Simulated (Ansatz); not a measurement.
# Σ5 (210) boundary in fcc Ir: structure and resistance, part 2 of 3

Aim: the relaxed structure and the specific resistance of the Σ5 (210) boundary in fcc Ir.

Ansatz 0.2.0; Ansatz plane-wave DFT, LDA, PAW files; relaxation of a bicrystal slab with its lowest layers held; PAW set soft_1 (the session's first sound run).

So far. Step 2 (Relaxing the bicrystal): The largest force component on a free atom ends at 0.012 eV/Å, under the tolerance of 0.03, after 13 steps.

## (3) Transmission across the boundary

Bulk layers of each grain are laid under and over the relaxed boundary, and a lead is named in the middle of each, away from the free faces. The mesh across the current, 18×18, is finer than the density's, because channels open and close sharply across the zone. Energies from -0.1 to 0.1 eV in steps of 0.05 eV are too few for the program's thermal sum, so it prints no conductance; for a metal the transmission near the Fermi level serves, at a fraction of the cost.

This step: Ansatz plane-wave DFT, LDA, PAW files; ballistic transport by layer matching (Landauer), zero bias; boundary relaxed in a short slab, bulk layers laid on; PAW set soft_1 (Ansatz 0.2.0).

System of this step: Σ5 (210) boundary in fcc Ir. The cell holds 48 atoms: 48 Ir. Cell: a = 4.702 Å, b = 3.839 Å, c = 48.623 Å, α = 90.0°, β = 90.0°, γ = 65.9°. It derives from Ir. Regions: lower grain, 20 atoms (20 Ir); boundary, 12 atoms (12 Ir); upper grain, 16 atoms (16 Ir). Vacuum lies along c.

Contents of input.yaml:

```yaml
crystal:
  lattice:
    - [4.7022854592, 0.0, 0.0]
    - [1.5674284864, 3.5048766455, 0.0]
    - [0.0, 0.0, 48.6225277208]
  atoms:
    - { symbol: Ir, position: [-15.5999999999, 7.7999999997, 0.0822663935] }
    - { symbol: Ir, position: [-14.9999999999, 7.4999999997, 0.0999231461] }
    - { symbol: Ir, position: [-14.3999999999, 7.1999999997, 0.1175798986] }
    - { symbol: Ir, position: [-13.7999999999, 6.8999999998, 0.1352366511] }
    - { symbol: Ir, position: [-13.1999999999, 6.5999999998, 0.1528934036] }
    - { symbol: Ir, position: [-12.5999999999, 6.2999999998, 0.1705501562] }
    - { symbol: Ir, position: [-11.9999999999, 5.9999999998, 0.1882069087] }
    - { symbol: Ir, position: [-11.3999999999, 5.6999999998, 0.2058636612] }
    - { symbol: Ir, position: [-10.7999999999, 5.3999999998, 0.2235204138] }
    - { symbol: Ir, position: [-10.1999999999, 5.0999999998, 0.2411771663] }
    - { symbol: Ir, position: [-9.6, 4.7999999999, 0.2588339188] }
    - { symbol: Ir, position: [-9.0, 4.4999999999, 0.2764906714] }
    - { symbol: Ir, position: [-8.4, 4.1999999999, 0.2941474239] }
    - { symbol: Ir, position: [-7.8, 3.8999999999, 0.3118041764] }
    - { symbol: Ir, position: [-7.2, 3.5999999999, 0.3294609289] }
    - { symbol: Ir, position: [-6.6, 3.2999999999, 0.3471176815] }
    - { symbol: Ir, position: [-6.0, 2.9999999999, 0.364774434] }
    - { symbol: Ir, position: [-5.4, 2.7, 0.3824311865] }
    - { symbol: Ir, position: [-4.8, 2.4, 0.4000879391] }
    - { symbol: Ir, position: [-4.2, 2.1, 0.4177446916] }
    - { symbol: Ir, position: [0.4, 0.8, 0.4354014441] }
    - { symbol: Ir, position: [-0.0022169136, 0.5011084568, 0.4522530099] }
    - { symbol: Ir, position: [0.5998863138, 0.2000568431, 0.4698598426] }
    - { symbol: Ir, position: [0.2071598349, 0.8964200825, 0.4867176236] }
    - { symbol: Ir, position: [0.8021154121, 0.598942294, 0.5048470741] }
    - { symbol: Ir, position: [0.4051379803, 0.2974310099, 0.5228306178] }
    - { symbol: Ir, position: [-0.0100209833, 0.0050104917, 0.5364086963] }
    - { symbol: Ir, position: [0.6072319773, 0.6963840113, 0.5601623452] }
    - { symbol: Ir, position: [0.0343475958, 0.9828262021, 0.5851729052] }
    - { symbol: Ir, position: [0.4399964526, 0.2800017737, 0.5989341868] }
    - { symbol: Ir, position: [-0.1602508844, 0.5801254422, 0.6170028249] }
    - { symbol: Ir, position: [0.2483053037, 0.8758473482, 0.635225566] }
    - { symbol: Ir, position: [-4.3516946963, 2.1758473481, 0.6528823185] }
    - { symbol: Ir, position: [-4.9516946963, 2.4758473481, 0.6705390711] }
    - { symbol: Ir, position: [-5.5516946963, 2.7758473481, 0.6881958236] }
    - { symbol: Ir, position: [-6.1516946963, 3.0758473481, 0.7058525761] }
    - { symbol: Ir, position: [-6.7516946963, 3.3758473481, 0.7235093286] }
    - { symbol: Ir, position: [-7.3516946963, 3.6758473481, 0.7411660812] }
    - { symbol: Ir, position: [-7.9516946963, 3.9758473481, 0.7588228337] }
    - { symbol: Ir, position: [-8.5516946963, 4.275847348, 0.7764795862] }
    - { symbol: Ir, position: [-9.1516946963, 4.575847348, 0.7941363388] }
    - { symbol: Ir, position: [-9.7516946963, 4.875847348, 0.8117930913] }
    - { symbol: Ir, position: [-10.3516946963, 5.175847348, 0.8294498438] }
    - { symbol: Ir, position: [-10.9516946962, 5.475847348, 0.8471065964] }
    - { symbol: Ir, position: [-11.5516946962, 5.775847348, 0.8647633489] }
    - { symbol: Ir, position: [-12.1516946962, 6.075847348, 0.8824201014] }
    - { symbol: Ir, position: [-12.7516946962, 6.3758473479, 0.9000768539] }
    - { symbol: Ir, position: [-13.3516946962, 6.6758473479, 0.9177336065] }
kpoints:
  mp_grid: { grid: [7, 7, 1] }
hamiltonian:
  xc: lda
  pseudopotentials: { kind: paw, azcp: { folder: soft_1 }, xc_functional: pbe }
scf:
  occupations: { method: fermi_dirac, width: 0.1 }
output:
  transmission:
    leads: [[11, 12], [38, 39]]
    kmesh: [18, 18]
    e_range: [-0.1, 0.1]
    de: 0.05
  write_potential: true
  write_density: true
  volumetric_format: npy
  elf: true
```

Started as:

```sh
$ ansatz run input.yaml --threads 4 --pin off --max-ram 15360MiB --backend cpu --events-out ev --progress --plain --runs-dir out
```

Numbers of over 12 decimals in the logs are rounded to 6 here.

What it wrote:

```text
[...]
Crystal: 48 atoms, lattice volume = 801.344 Å³
Basis set: ecut = 420 eV, 15611 PW (Γ)
Bands: 490, of which v1, the nominal top of the filled ones, is band 408 counted from 1 (407 counted from 0)
Symmetry: 2 space group operations
[...]
k-points: 16 of 49 (time reversal used)
[...]
SCF iter  11: F=-559888.650810 eV  HF=-559888.650810 eV  |F-HF|=4.87e-8  |Δ(HF+E_count)|=   1.47e-7  Δρ=1.83e-6  dr2=5.94e-8  ethr=1.23e-11  ⟨swp⟩=12.4  Hψ=32825  notcnv=0
SCF 1 converged in 11 iterations: F = -559888.650810 eV  dr2 = 5.94e-8
[...]
transmission: 584 of 5824 steps passed
transmission: 1168 of 5824 steps passed
[...]
transmission: 5824 of 5824 steps passed
SCF converged after 11 iterations
Free energy (F): -559888.650810 eV
[...]
Internal energy: -559886.998920 eV  (E = F + TS)
E sigma→0 (E₀):  -559887.824865 eV
Entropy (-TS):   -1.651890 eV (-34.414 meV/atom)
Fermi energy:    20.698179 eV
[...]
--- Band table (eV; the first three rows and the last of 16) ---
  k-point 0: bands = [... 404 lower, 20.6517, 20.6869, 20.7243, 20.7671, 20.8220, 20.8526, 20.8606, 20.9056, ... 78 higher]
  k-point 1: bands = [... 404 lower, 20.5773, 20.6521, 20.6704, 20.7681, 20.8193, 20.8480, 20.8848, 20.9159, ... 78 higher]
  k-point 2: bands = [... 404 lower, 20.4618, 20.5110, 20.5891, 20.6540, 20.7190, 20.8101, 20.8201, 20.8581, ... 78 higher]
  k-point 15: bands = [... 404 lower, 20.8810, 20.9011, 20.9356, 20.9529, 20.9754, 21.0061, 21.0180, 21.0284, ... 78 higher]
--- Transmission ---
  basis      : 141 plane waves across, 64 finite elements along
  points     : 91, standing for a mesh of 18 x 18
  energies   : 5 from -0.100000 to 0.100000 eV about the Fermi level, 0.050000 eV apart; the leads are filled to 0.000000 eV, and channels, transmission and decay are at 0.000000 eV
  crystal 0  : Ir3, at the sites [11, 12], period 2.5755 Å, over 18.03 Å; its Hamiltonian steps by up to 6.1 meV
    offset         : up to 0.0000 Å between an atom of the period and one for which it stands
    channels       : 4.425926e0 a spin
    conductance    : none, the energies end too early or step too widely for 300 K: set another output.transmission.e_range or a lower de, or, where they end at an eighth of basis.ecutwfc, a higher one
[...]
channels       : 4.462963e0 a spin
[...]
junction   : crystal 0 to crystal 1, 12.75 to 35.34 Å
    transmission   : 2.283356e0 a spin
[...]
```

Wall time 18 min (4 threads of Arm Neoverse V1, shared host); peak memory 10 GiB.

In the SCF lines HF is the Harris–Foulkes energy and dr2 the Hartree energy of the density residual, in eV; the loop may stop once dr2 is under the threshold and the program's other checks hold. Hψ counts applications of the Hamiltonian.

Numbers from this step:

```yaml
free_energy: -559888.6508 eV
energy_at_zero_smearing: -559887.8249 eV
fermi_energy: 20.70 eV
cell_area: 16.48 Å²
transmission_per_spin_nearest_the_fermi_level: 2.283
open_channels_per_spin_nearest_the_fermi_level: 4.426
open_channels_per_spin_upper_lead: 4.463
step_of_the_lead_s_potential: 6.1 meV
step_of_the_upper_lead_s_potential: 29.2 meV
```

Per spin. The transmission, zone mean by energy, zero at the Fermi level:

```csv
energy (eV),"transmission, zone mean"
-0.1000,2.19
-0.0500,2.22
0.0000,2.28
0.0500,2.36
0.1000,2.42
```

Per spin. The open channels, zone mean by energy, zero at the Fermi level:

```csv
energy (eV),lead,upper lead
-0.1000,4.30,4.29
-0.0500,4.36,4.35
0.0000,4.43,4.46
0.0500,4.46,4.46
0.1000,4.55,4.55
```

Transmission over k1 and k2. At 0.0000 eV from the Fermi level.

Values, 12 rows by 16 columns, each cell a mean:
```
1.74 1.42 1.27 1.52 1.54 1.32 1.65 1.68 2.11 2.26 2.27 2.13 2.17 2.29 2.20 2.12
2.53 2.23 2.14 2.21 2.12 2.27 2.37 2.04 2.06 2.06 2.26 2.22 2.09 2.10 2.01 2.26
2.98 2.64 2.92 2.74 2.89 2.55 1.46 1.08 1.26 1.34 1.32 1.32 1.29 1.27 1.42 2.37
3.35 3.96 3.80 3.04 2.86 2.18 2.04 1.67 1.18 1.16 1.18 1.39 1.76 1.71 2.41 2.90
4.21 4.46 3.62 2.87 2.73 2.41 2.20 2.17 1.81 1.66 1.95 2.14 2.27 2.60 2.86 3.33
4.94 4.75 3.83 3.01 2.76 2.75 2.68 2.63 2.69 2.61 2.73 2.70 2.73 2.98 3.54 4.63
4.48 3.68 2.84 2.61 2.35 2.24 2.21 2.03 2.15 2.33 2.29 2.45 2.72 2.85 3.91 4.70
3.50 2.89 2.52 2.10 2.11 1.66 1.36 1.21 1.42 2.00 2.09 2.22 2.84 3.15 4.12 4.55
2.95 2.53 1.78 1.33 1.16 1.19 1.21 1.22 1.12 1.13 1.75 2.64 2.89 2.67 2.95 2.54
2.73 2.17 1.65 1.71 1.86 2.01 1.98 1.75 1.81 1.70 2.11 2.62 2.57 2.75 2.61 2.61
2.12 2.13 2.18 2.30 2.16 2.14 2.27 2.28 2.06 1.95 1.89 1.43 1.49 1.40 1.35 1.52
1.33 1.75 2.05 2.18 2.18 2.14 2.05 1.76 1.50 1.52 1.75 1.82 2.05 1.92 1.69 1.47
```
Columns: k1 (b1) from -0.5 to 0.444; rows upwards: k2 (b2) from -0.5 to 0.444.

Open channels over k1 and k2. At 0.0000 eV from the Fermi level.

Ten even steps from '0' (2.00) to '9' (8.00):
```
311161113555535555
533113353555335553
553535553553335535
635536611111111116
335335310000000135
588555133111133155
686555333313333555
998555355555535558
998565555655556589
985553555555355589
655533331333355568
555133111133155588
353100000001353353
661111111111663553
553553335535553535
535553355535331133
355553555531116111
015355351015355351
```
Columns: k1 (b1) from -0.5 to 0.444; rows upwards: k2 (b2) from -0.5 to 0.444.

ELF in the cb plane at fractional x = 0.034, with atoms of Ir within 0.2 Å of it. It is the smooth field of the valence electrons, not physical close to the nuclei.

Ten even steps from '0' (0.00) to '9' (0.59), each cell a mean:
```
23456764558989744455543223457654321000000000
34444554545897545554444344445555432100000000
65554555454555554555544665554565443210000000
99645444444334444554547997444444454321000000
79854456544323456754569889644455555431000000
89854455544323456754569889644455555431000000
98545554444434444555546997444454454321000000
65554555454565554555454555544565443210000000
34444554546998545444444334445555432100000000
23456764558989744455543223467754321000000000
```
Columns run along c (16.0 Å, from fractional 0.67 to 1.00 of the cell), rows up along b (3.8 Å). Atoms in or near the plane, at fractional coordinates: Ir at (0.76, 0.98), Ir at (0.85, 0.48).

Electrostatic potential energy in the cb plane at fractional x = 0.034, with atoms of Ir within 0.2 Å of it. With pseudopotentials it is smooth inside the atoms' cores, unlike the true potential.

Ten even steps from '0' (-48 eV) to '9' (26 eV), each cell a mean:
```
99975568973000589876789999865689999999999999
99987788986213789888899999887789999999999999
67899888998778898889988668898889999999999999
12589988889999987789974114799888899999999999
00379876789999875578861001689876899999999999
00379876789999875578861001689877899999999999
12689988889999987789984224899888899999999999
77898888998767898889998778888889999999999999
99987778985113789888899999877789999999999999
99975468972000489876789999865579999999999999
```
Columns run along c (16.0 Å, from fractional 0.67 to 1.00 of the cell; values clipped at the 3rd and 97th percentile), rows up along b (3.8 Å). Atoms in or near the plane, at fractional coordinates: Ir at (0.76, 0.98), Ir at (0.85, 0.48).

Valence density in the cb plane at fractional x = 0.034, with atoms of Ir within 0.2 Å of it. It is the smooth field of the valence electrons, not physical close to the nuclei.

Ten steps, logarithmic in the rise over the least value, from '0' (0.0 e/Å³) to '9' (9.3 e/Å³), each cell a mean:
```
22345654347999643345432222456542110000000000
33334443345787533344333333344432210000000000
55433333333454333333334554333333221000000000
88643344433333345543347887433344321100000000
99743345543222356653358998533455432100000000
99743345443222356653358998533455432100000000
87533344433333344443346886433344321100000000
54333333334554333333334554333333211000000000
33344543346887533344433333345542210000000000
22346654347999643455432222456642110000000000
```
Columns run along c (16.0 Å, from fractional 0.67 to 1.00 of the cell), rows up along b (3.8 Å). Atoms in or near the plane, at fractional coordinates: Ir at (0.76, 0.98), Ir at (0.85, 0.48).

Over the solved energies the transmission per spin lies between 2.19 and 2.42, out of 4.42 channels of the lead on average (up to 4.55). The log calls the step of a lead's potential too much.

## (4) Specific resistance

This step: Ansatz plane-wave DFT, LDA, PAW files; ballistic transport by layer matching (Landauer), zero bias; specific resistance of the boundary; PAW set soft_1 (Ansatz 0.2.0).

This step gave:

- area resistance: 0.4458 fΩ m²
- T over the leads' mean channel count: 0.5191

Averaged over the energies near the Fermi level, 51.9 % of the channels pass, which makes 0.446 fΩ m².

By hand, with T and the leads' channels N averaged over the energies near the Fermi level: RA = A (h/2e²)(1/T − ½[1/N₁ + 1/N₂]) = 16.48×10⁻²⁰ m² × 12 906 Ω × (1/2.295 − ½[1/4.420 + 1/4.422]) = 0.446 fΩ m².

[end of part 2 of 3]

[Logs are printed without paths, hosts, clocks, repeated set-up lines and the standing remarks that a program may print on its own settings, such as how far it seeks lower states.]

[Hosts, paths, dates, database ids (printed as entryN), source tags and the programs' standing remarks are cut or masked in the printed files.]
